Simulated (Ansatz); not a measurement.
# Random rutile alloy of IrO2 and SiO2 (96 atoms): geometry optimisation, part 2 of 2

Aim: bring random rutile alloy of IrO2 and SiO2 (96 atoms) to a nearby minimum of the energy and see what moves.

Ansatz 0.2.0; Kohn-Sham DFT, PBE, PAW (set soft_2), plane waves.

The cell: 8 Si, 64 O and 24 Ir. The host structure and its lattice constant were typed by rule, without a check against the phase diagram. The main run has no spin polarisation. No spin–orbit coupling is included.

So far. Step 3 (Relaxation): The relaxation changed the energy by -287 meV/atom, and atoms moved by 0.17 Å r.m.s., 0.34 Å at most.

### Step 4. Structure statistics after relaxation

Bonds before and after, by the cutoffs listed below:

| pair | bonds before | bonds after | mean before (Å) | mean after (Å) | spread before (Å) | spread after (Å) |
| --- | --- | --- | --- | --- | --- | --- |
| O-Ir | 144 | 144 | 1.936 | 1.971 | 0.095 | 0.032 |
| O-Si | 46 | 48 | 1.924 | 1.819 | 0.121 | 0.031 |

Density 10.3 g/cm³, 9.864 Å³ an atom.

g(r), total and by pair (bins of 0.2 Å):

| r (Å) | total | O-O | O-Ir | O-Si | Ir-Ir | Ir-Si | Si-Si |
| --- | --- | --- | --- | --- | --- | --- | --- |
| 1.70 | 0.31 | 0.00 | 0.00 | 2.81 | 0.00 | 0.00 | 0.00 |
| 1.90 | 3.24 | 0.00 | 7.10 | 7.85 | 0.00 | 0.00 | 0.00 |
| 2.10 | 0.66 | 0.00 | 1.98 | 0.00 | 0.00 | 0.00 | 0.00 |
| 2.30 | 0.17 | 0.38 | 0.00 | 0.00 | 0.00 | 0.00 | 0.00 |
| 2.50 | 0.87 | 1.96 | 0.00 | 0.00 | 0.00 | 0.00 | 0.00 |
| 2.70 | 1.68 | 3.77 | 0.00 | 0.00 | 0.00 | 0.00 | 0.00 |
| 2.90 | 0.89 | 1.75 | 0.00 | 0.00 | 0.59 | 1.13 | 4.17 |
| 3.10 | 0.71 | 1.21 | 0.00 | 0.00 | 2.05 | 1.05 | 0.00 |
| 3.30 | 1.19 | 0.73 | 1.80 | 1.25 | 0.46 | 1.91 | 2.06 |
| 3.50 | 1.41 | 0.10 | 1.23 | 1.89 | 6.95 | 6.98 | 2.98 |
| 3.70 | 0.48 | 0.23 | 0.88 | 0.76 | 0.00 | 0.00 | 0.00 |
| 3.90 | 1.24 | 0.74 | 1.93 | 2.34 | 0.00 | 0.00 | 0.00 |
| 4.10 | 0.51 | 0.16 | 1.09 | 0.67 | 0.00 | 0.00 | 0.00 |
| 4.30 | 0.93 | 1.01 | 0.84 | 0.80 | 1.03 | 0.83 | 1.23 |
| 4.50 | 1.66 | 1.41 | 1.87 | 2.21 | 1.52 | 1.19 | 2.38 |
| 4.70 | 1.16 | 1.62 | 1.02 | 0.94 | 0.00 | 0.00 | 0.00 |
| 4.90 | 0.69 | 1.34 | 0.26 | 0.10 | 0.00 | 0.00 | 0.00 |
| 5.10 | 0.71 | 1.16 | 0.45 | 0.39 | 0.00 | 0.00 | 0.00 |
| 5.30 | 1.39 | 1.32 | 1.09 | 1.23 | 2.62 | 2.70 | 3.31 |
| 5.50 | 1.52 | 1.35 | 1.22 | 1.23 | 3.42 | 3.12 | 3.12 |
| 5.70 | 0.81 | 0.71 | 0.99 | 1.06 | 0.41 | 0.31 | 0.74 |
| 5.90 | 0.62 | 0.09 | 1.27 | 1.24 | 0.11 | 0.39 | 0.00 |
| 6.10 | 0.40 | 0.44 | 0.31 | 0.18 | 0.70 | 0.77 | 0.00 |
| 6.30 | 0.76 | 1.12 | 0.37 | 0.32 | 0.83 | 1.30 | 0.00 |
| 6.50 | 1.20 | 0.92 | 1.81 | 1.71 | 0.00 | 0.00 | 0.00 |
| 6.70 | 1.12 | 1.02 | 1.46 | 1.63 | 0.00 | 0.00 | 0.00 |
| 6.90 | 1.60 | 1.98 | 1.22 | 1.37 | 1.48 | 1.72 | 0.48 |
| 7.10 | 1.50 | 1.25 | 1.31 | 0.98 | 3.62 | 4.09 | 1.64 |

Bonds by pair of elements; cutoffs follow the first minimum of g(r), held within bounds set by covalent radii, and pairs that aren't listed don't count as bonded:

| pair A-B | cutoff (Å) | bonds | mean length (Å) | spread (Å) | shortest (Å) | B about A | A about B |
| --- | --- | --- | --- | --- | --- | --- | --- |
| O-Ir | 2.43 | 144 | 1.97 | 0.032 | 1.91 | 2.25 | 6 |
| O-Si | 2.16 | 48 | 1.82 | 0.031 | 1.77 | 0.75 | 6 |

How many atoms have how many bonded neighbours:

| element | mean | 3 | 6 |
| --- | --- | --- | --- |
| Ir | 6 | 0 | 24 |
| O | 3 | 64 | 0 |
| Si | 6 | 0 | 8 |

Bond angles, per cent of each kind in bins of 5°:

| angle (°) | O-Ir-O | O-Si-O | Ir-O-Ir | Ir-O-Si | Si-O-Si |
| --- | --- | --- | --- | --- | --- |
| 70–75 | 3.6 | 4.2 | 0.0 | 0.0 | 0.0 |
| 75–80 | 6.9 | 4.2 | 0.0 | 0.0 | 0.0 |
| 80–85 | 2.8 | 4.2 | 0.0 | 0.0 | 0.0 |
| 85–90 | 26.9 | 31.7 | 0.0 | 0.0 | 0.0 |
| 90–95 | 26.1 | 21.7 | 0.0 | 0.0 | 0.0 |
| 95–100 | 2.5 | 4.2 | 9.3 | 2.7 | 0.0 |
| 100–105 | 7.5 | 10.0 | 22.4 | 17.6 | 18.2 |
| 105–110 | 3.6 | 0.0 | 3.7 | 6.8 | 36.4 |
| 110–115 | 0.0 | 0.0 | 0.0 | 0.0 | 0.0 |
| 115–120 | 0.0 | 0.0 | 2.8 | 0.0 | 0.0 |
| 120–125 | 0.0 | 0.0 | 12.1 | 5.4 | 0.0 |
| 125–130 | 0.0 | 0.0 | 39.3 | 29.7 | 0.0 |
| 130–135 | 0.0 | 0.0 | 10.3 | 29.7 | 0.0 |
| 135–140 | 0.0 | 0.0 | 0.0 | 8.1 | 45.5 |
| 140–145 | 0.0 | 0.0 | 0.0 | 0.0 | 0.0 |
| 145–150 | 0.0 | 0.0 | 0.0 | 0.0 | 0.0 |
| 150–155 | 0.0 | 0.0 | 0.0 | 0.0 | 0.0 |
| 155–160 | 0.0 | 0.0 | 0.0 | 0.0 | 0.0 |
| 160–165 | 0.0 | 0.0 | 0.0 | 0.0 | 0.0 |
| 165–170 | 0.0 | 0.0 | 0.0 | 0.0 | 0.0 |
| 170–175 | 0.8 | 3.3 | 0.0 | 0.0 | 0.0 |
| 175–180 | 19.2 | 16.7 | 0.0 | 0.0 | 0.0 |

Bond angles (no mean is given where the spread exceeds 20°):

| angle | count | mean (°) | spread (°) |
| --- | --- | --- | --- |
| O-Ir-O | 360 | - | - |
| O-Si-O | 120 | - | - |
| Ir-O-Ir | 107 | 118 | 12.4 |
| Ir-O-Si | 74 | 123 | 12.5 |
| Si-O-Si | 11 | 120 | 16 |

Rings of the network by King's shortest-path rule, up to 12 atoms, one path for each pair of neighbours; H, halogens, alkali and alkaline-earth atoms are left out, and the last column divides by all other atoms, bonded or not:

| ring size (atoms) | rings | per network atom |
| --- | --- | --- |
| 4 | 32 | 0.333 |
| 6 | 128 | 1.33 |
| 8 | 90 | 0.938 |

First main peaks of g(r), for some of the pairs, lie near 2.77 Å (O-O), 1.97 Å (O-Ir) and 1.82 Å (O-Si). Counting bonds as in the table, all Ir atoms have 6, all O atoms have 3 and all Si atoms have 6 bonded neighbours. Rings of 6 atoms are the most common (51 % of those counted); sizes run from 4 to 8.

### Step 5. Single point at the relaxed geometry

The electronic structure is read at the final geometry, in a run of its own.

input.yaml reads:

```yaml
crystal:
  lattice:
    - [8.8366, 0.0, 0.0]
    - [0.0, 8.8366, 0.0]
    - [0.0, 0.0, 12.1268]
  atoms:
    - { symbol: Si, position: [0.00367, 0.99443, 0.99778] }
    - { symbol: Si, position: [0.24469, 0.24716, 0.12165] }
    - { symbol: O, position: [0.14841, 0.14186, 0.01267] }
    - { symbol: O, position: [0.34468, 0.33769, 0.01361] }
    [... 86 atom lines left out ...]
    - { symbol: Ir, position: [0.50102, 0.50117, 0.74896] }
    - { symbol: Ir, position: [0.75787, 0.7528, 0.8722] }
    - { symbol: O, position: [0.66545, 0.65694, 0.73722] }
    - { symbol: O, position: [0.8572, 0.85227, 0.74036] }
    - { symbol: O, position: [0.59878, 0.89937, 0.87515] }
    - { symbol: O, position: [0.91517, 0.59784, 0.88887] }
kpoints:
  mp_grid: { grid: [2, 2, 1] }
hamiltonian:
  xc: pbe
scf:
  occupations: { method: fermi_dirac, width: 0.025 }
output:
  forces: true
  stress: true
  populations: true
  dos:
    method: { smearing: { sigma: 0.1 } }
    de: 0.1
    projected: { site_lists: { Ir: [Ir], O: [O], Si: [Si] } }
  eigenvalues: true
  write_density: true
  write_potential: true
  volumetric_format: npy
```

Run with:

```bash
> ansatz run input.yaml --threads 8 --pin off --max-ram 15872MiB --backend cpu --events-out ev --progress --plain --runs-dir out
```

Numbers of over 12 decimals in the logs are rounded to 6 here.

The program printed:

```text
[...]
Crystal: 96 atoms, lattice volume = 946.927 Å³
Basis set: ecut = 420 eV, 18465 PW (Γ), exchange–correlation on 120×120×180 points (8 copies of the dense FFT grid, shifted against one another)
Bands: 508, of which v1, the nominal top of the filled ones, is band 412 counted from 1 (411 counted from 0)
Symmetry: 1 space group operations
[...]
k-points: 4
[...]
SCF iter   1: F=—  HF=-327803.340038 eV  |F-HF|=—  |Δ(HF+E_count)|=         —  Δρ=8.93e-3  dr2=1.43e0  ethr=1.77e-3  ⟨swp⟩=6.0  Hψ=6867  notcnv=0  defer=298
[...]
SCF iter  10: F=-327803.245010 eV  HF=-327803.245010 eV  |F-HF|=2.83e-8  |Δ(HF+E_count)|=   8.61e-9  Δρ=2.09e-6  dr2=3.81e-8  ethr=1.21e-11  ⟨swp⟩=16.0  Hψ=14469  notcnv=0
SCF 1 converged in 10 iterations: F = -327803.245010 eV  dr2 = 3.81e-8
[...]
SCF converged after 10 iterations
Free energy (F): -327803.245010 eV
[...]
Internal energy: -327803.178570 eV  (E = F + TS)
E sigma→0 (E₀):  -327803.211790 eV
Entropy (-TS):   -0.066440 eV (-0.692 meV/atom)
Fermi energy:    14.083582 eV
[...]
--- Forces (eV/Å), atoms counted from 1 ---
  atom   1  Si    -0.00843935     0.01595385    -0.00058236
  atom   2  Si    -0.01459868    -0.00167333    -0.00506386
  atom   3  O      0.00107637    -0.00661699    -0.00295530
  atom   4  O     -0.00294442    -0.00371090     0.00013482
  atom   5  O     -0.00223624    -0.00265238    -0.00193221
  atom   6  O      0.00847518    -0.00430721     0.00446405
  atom   7  Ir    -0.00839596     0.01324173    -0.00224432
  atom   8  Ir    -0.00354285    -0.00940207     0.00159223
  atom   9  O     -0.00564242    -0.00104940     0.00497954
  atom  10  O      0.00211111    -0.00363185    -0.00121034
  atom  11  O     -0.00240592     0.00312622    -0.00260204
  atom  12  O     -0.00192494    -0.00046049    -0.00118229
  atom  13  Ir    -0.01010495     0.00278824     0.00112650
  atom  14  Ir    -0.00032427     0.00076813     0.00367395
[...]
atom  95  O     -0.00386869    -0.00215441    -0.00043145
  atom  96  O     -0.01221796     0.00276760    -0.01103661
  max |Σ_I F_I| component: 2.49e-5 eV/Å
--- Stress (GPa, compression-positive) ---
        9.247372       0.098248      -0.067252
        0.098249       9.273282      -0.033357
       -0.067251      -0.033357      10.632971
  P = ⅓ Tr σ = 9.7179 GPa (97.179 kbar)
--- Band table (eV) ---
[...]
--- Löwdin populations: 96 sites ---
  site symbol       q [e]
     0     Si      2.4357
     1     Si      2.4363
     2      O      6.6907
[...]
95      O      6.6641
  spilling = 0.005366 (of n_electrons = 824.000000)
```

Run time: 36 s. Hardware: 8 threads of Intel Xeon Platinum 8259CL at 2.50GHz (Skylake/Cascade Lake), shared host; peak memory 7.6 GiB; 4.5 min of CPU time.

Numbers from this run:

```yaml
free_energy: -327803.2450 eV
free_energy_per_atom: -3414.6171 eV/atom
scf_cycles: 10
pressure: 9.718 GPa
r_m_s_force_component: 0.00527 eV/Å
longest_force: 0.01806 eV/Å
fermi_energy: 14.08 eV
levels_partly_filled_by_over_2_per_cent: 15
spilling_of_the_projection: 0.005366
```

Löwdin charges by element (they lack the spilled electrons, 0.046 e an atom on average):

| element | coordination | atoms | mean charge (e) | spread | least | most |
| --- | --- | --- | --- | --- | --- | --- |
| Ir | all | 24 | 1.42 | 0.0115 | 1.40 | 1.44 |
| O | all | 64 | -0.658 | 0.0331 | -0.714 | -0.602 |
| Si | all | 8 | 1.56 | 0.0039 | 1.55 | 1.57 |

Charge against the make-up of the first shell:

| Ir neighbours of O | atoms | mean charge (e) |
| --- | --- | --- |
| 1 | 11 | -0.702 |
| 2 | 26 | -0.675 |
| 3 | 27 | -0.623 |

Density of states as counts of states in windows of 1 eV (from the Fermi level), total and the larger projections:

| from (eV) | to (eV) | total | O p | Ir d |
| --- | --- | --- | --- | --- |
| -18 | -11 | 0.0 | 0.0 | 0.0 |
| -11 | -10 | 8.9 | 5.4 | 1.2 |
| -10 | -9 | 22.3 | 13.9 | 5.2 |
| -9 | -8 | 55.0 | 34.7 | 15.8 |
| -8 | -7 | 54.6 | 36.1 | 14.4 |
| -7 | -6 | 53.2 | 37.7 | 11.0 |
| -6 | -5 | 58.4 | 44.1 | 11.2 |
| -5 | -4 | 63.9 | 50.2 | 11.5 |
| -4 | -3 | 49.5 | 41.2 | 7.0 |
| -3 | -2 | 29.6 | 17.7 | 10.9 |
| -2 | -1 | 67.8 | 16.5 | 49.3 |
| -1 | 0 | 39.6 | 14.7 | 24.0 |
| 0 | 1 | 25.1 | 10.7 | 13.8 |
| 1 | 2 | 5.2 | 0.8 | 3.3 |
| 2 | 3 | 33.4 | 8.1 | 19.5 |
| 3 | 4 | 34.2 | 12.3 | 18.0 |
| 4 | 5 | 23.6 | 9.5 | 11.4 |

Between -26 and -18 eV lie 128 more states.

The stored curve holds about 631 of the 824 electrons; the rest, give or take the few that broadening carries across the Fermi level, lie in deeper levels below its range.

The levels nearest the highest filled one (over half full), pooled over k-points and spins:

| level less the highest filled one (eV) | occupation |
| --- | --- |
| -0.0738 | 1.92 |
| -0.0712 | 1.91 |
| -0.0632 | 1.88 |
| -0.053 | 1.82 |
| -0.0371 | 1.69 |
| 0 | 1.10 |
| 0.0331 | 0.493 |
| 0.0346 | 0.472 |
| 0.0508 | 0.278 |
| 0.0564 | 0.228 |
| 0.0651 | 0.167 |
| 0.0764 | 0.109 |

Electrostatic potential energy in the ab plane at fractional z = 0.001, with atoms of Si and O and Ir within 0.2 Å of it. With pseudopotentials it is smooth inside the atoms' cores, unlike the true potential.

Values in eV, 13 rows by 16 columns, each cell a mean:
```
-36  -7  13  18  18  13  -4 -39 -41 -12  14  18  18  10   2 -25
  7  12  16  17   3 -24  -8   4   4  12  16  17   7 -29 -23   7
 18  18  16  14   3 -20   0  17  18  17  16  15  10 -10  -3  17
 18  14   0   7  13  15  17  18  18  11 -10   0  14  16  17  18
 13  -4 -31 -10  16  17  16  12  10  -4 -35 -14  15  17  16  14
-23  -4   1  12  18  16   4 -28 -35 -11   5  14  18  17  10 -12
-47 -17  12  18  18  16  -6 -45 -48 -23  12  18  19  16   5 -34
-10   5  15  18  15  -1   0 -13 -17   3  15  18  14  -9 -11  -3
 16  16  16  15   0 -32 -15  14  15  16  17  16   7 -28 -23  12
 19  18  14  13  10   1  11  18  18  17  12  12  13  10  13  18
 17   3 -22  -4  14  16  17  17  16   0 -31 -10  14  16  17  17
  3  -4 -23  -1  17  17  12  -1  -5  -4 -21  -1  17  17  14   6
-41 -10  12  17  18  15  -5 -43 -46 -19  12  17  18  16   5 -31
```
Columns run along a (8.8 Å; values clipped at the 3rd and 97th percentile), rows up along b (8.8 Å). Atoms in or near the plane, at fractional coordinates: Si at (0.00, 0.99), O at (0.15, 0.14), O at (0.34, 0.34), Si at (0.01, 0.50), O at (0.15, 0.65), O at (0.34, 0.84), Ir at (0.50, 0.00), O at (0.65, 0.15), O at (0.86, 0.36), Ir at (0.50, 0.50), O at (0.65, 0.66), O at (0.85, 0.85).

Valence density in the ab plane at fractional z = 0.001, with atoms of Si and O and Ir within 0.2 Å of it. It is the smooth field of the valence electrons, not physical close to the nuclei.

Ten even steps from '0' (0.0 e/Å³) to '9' (8.9 e/Å³), each cell a mean:
```
0000000000269840000000000
0000000001124410000012100
0000000243101000000036410
0000000365100000000047510
0000000243100000000023200
0000000011000000000000000
0001100000000001220000000
0014520000000004751000000
0026620000000014651000000
0013310000012111210000000
0000000000157620000000000
0000000000279951000000000
0000000000158840000000000
0000000000024310000012110
0000000133100000000036520
0000000366200000000037620
0000000244100000000013200
0000000011000000000000000
0001100000000001210000000
0024410000000004641000000
0026620000000014751000000
0013310000012112320000000
0000000000147520000000000
0000000000289940000000000
```
Columns run along a (8.8 Å), rows up along b (8.8 Å). Atoms in or near the plane, at fractional coordinates: Si at (0.00, 0.99), O at (0.15, 0.14), O at (0.34, 0.34), Si at (0.01, 0.50), O at (0.15, 0.65), O at (0.34, 0.84), Ir at (0.50, 0.00), O at (0.65, 0.15), O at (0.86, 0.36), Ir at (0.50, 0.50), O at (0.65, 0.66), O at (0.85, 0.85).

Mean Löwdin charges: Ir +1.42, O -0.66, Si +1.56 e (they miss 0.54 % of the electrons, so they add up to more than the cell's charge). The charge on O changes by +0.042 e for each Ir neighbour that takes the place of another kind, on average. Within 0.4 eV of the Fermi level the largest share is Ir d (56 % of the projected weight).

Local excerpt of 10 atoms (numbers count through the whole input) about Si86, one of the 8 Si atoms; x, y, z are measured from there.

| atom | x | y | z | distance (Å) | bonds | Löwdin charge (e) |
| --- | --- | --- | --- | --- | --- | --- |
| Si86 | 0.00 | 0.00 | 0.00 | 0.00 | 6 | 1.56 |
| O90 | 1.27 | -1.25 | 0.05 | 1.78 | 3 | -0.69 |
| O89 | -1.31 | 1.22 | 0.04 | 1.79 | 3 | -0.70 |
| O88 | 0.77 | 0.76 | -1.45 | 1.81 | 3 | -0.71 |
| O93 | -0.80 | -0.83 | 1.41 | 1.82 | 3 | -0.69 |
| O87 | -0.81 | -0.82 | -1.48 | 1.88 | 3 | -0.71 |
| O94 | 0.89 | 0.90 | 1.45 | 1.92 | 3 | -0.70 |
| Si80 | -0.04 | -0.03 | -2.91 | 2.91 | 6 | 1.56 |
| Ir92 | 0.01 | 0.02 | 3.04 | 3.04 | 6 | 1.43 |
| O41 | 3.00 | 1.40 | 0.21 | 3.32 | 3 | -0.66 |

The column of bonds counts only the pairs O-Ir within 2.43 Å, O-Si within 2.16 Å; other neighbours, such as metal atoms beside each other in a compound, aren't counted, and periodic images can show an atom twice.

### Step 6. Results

| Property | Result |
| --- | --- |
| energy change in the relaxation | -287.2 meV/atom |
| r.m.s. displacement | 0.167 Å |
| largest displacement | 0.342 Å |
| free energy per atom | -3414.6171 eV/atom |
| density | 10.28 g/cm³ |
| pressure | 9.718 GPa |
| r.m.s. force component | 0.00527 eV/Å |
| wall time of the 3 DFT runs | 3 min |

In words: Relaxation lowers the energy by 287 meV/atom and moves atoms by 0.17 Å r.m.s.; the r.m.s. force component goes from 2.9 to 0.0053 eV/Å, the pressure goes from 25 to 9.7 GPa. By the final cutoffs 0 of 190 bonded pairs parted and 2 joined. From the first step to the last the energy fell by 27.576 eV, and the largest move was 0.34 Å (O23). The O-Si bonds change most in mean length: from 1.924 Å (spread 0.121) to 1.819 Å (spread 0.031), and their number from 46 to 48. Counting bonds as in the table, all Ir atoms have 6, all O atoms have 3 and all Si atoms have 6 bonded neighbours. 15 levels are partly filled, by over 2 % (on the run's k-points): no clear gap opens at this level.

What to keep in mind: The pressure of 9.7 GPa shows the cell to be compressed for this functional.

[Logs are printed without paths, hosts, clocks, repeated set-up lines and the standing remarks that a program may print on its own settings, such as how far it seeks lower states.]

[Hosts, paths, dates, database ids (printed as entryN), source tags and the programs' standing remarks are cut or masked in the printed files.]
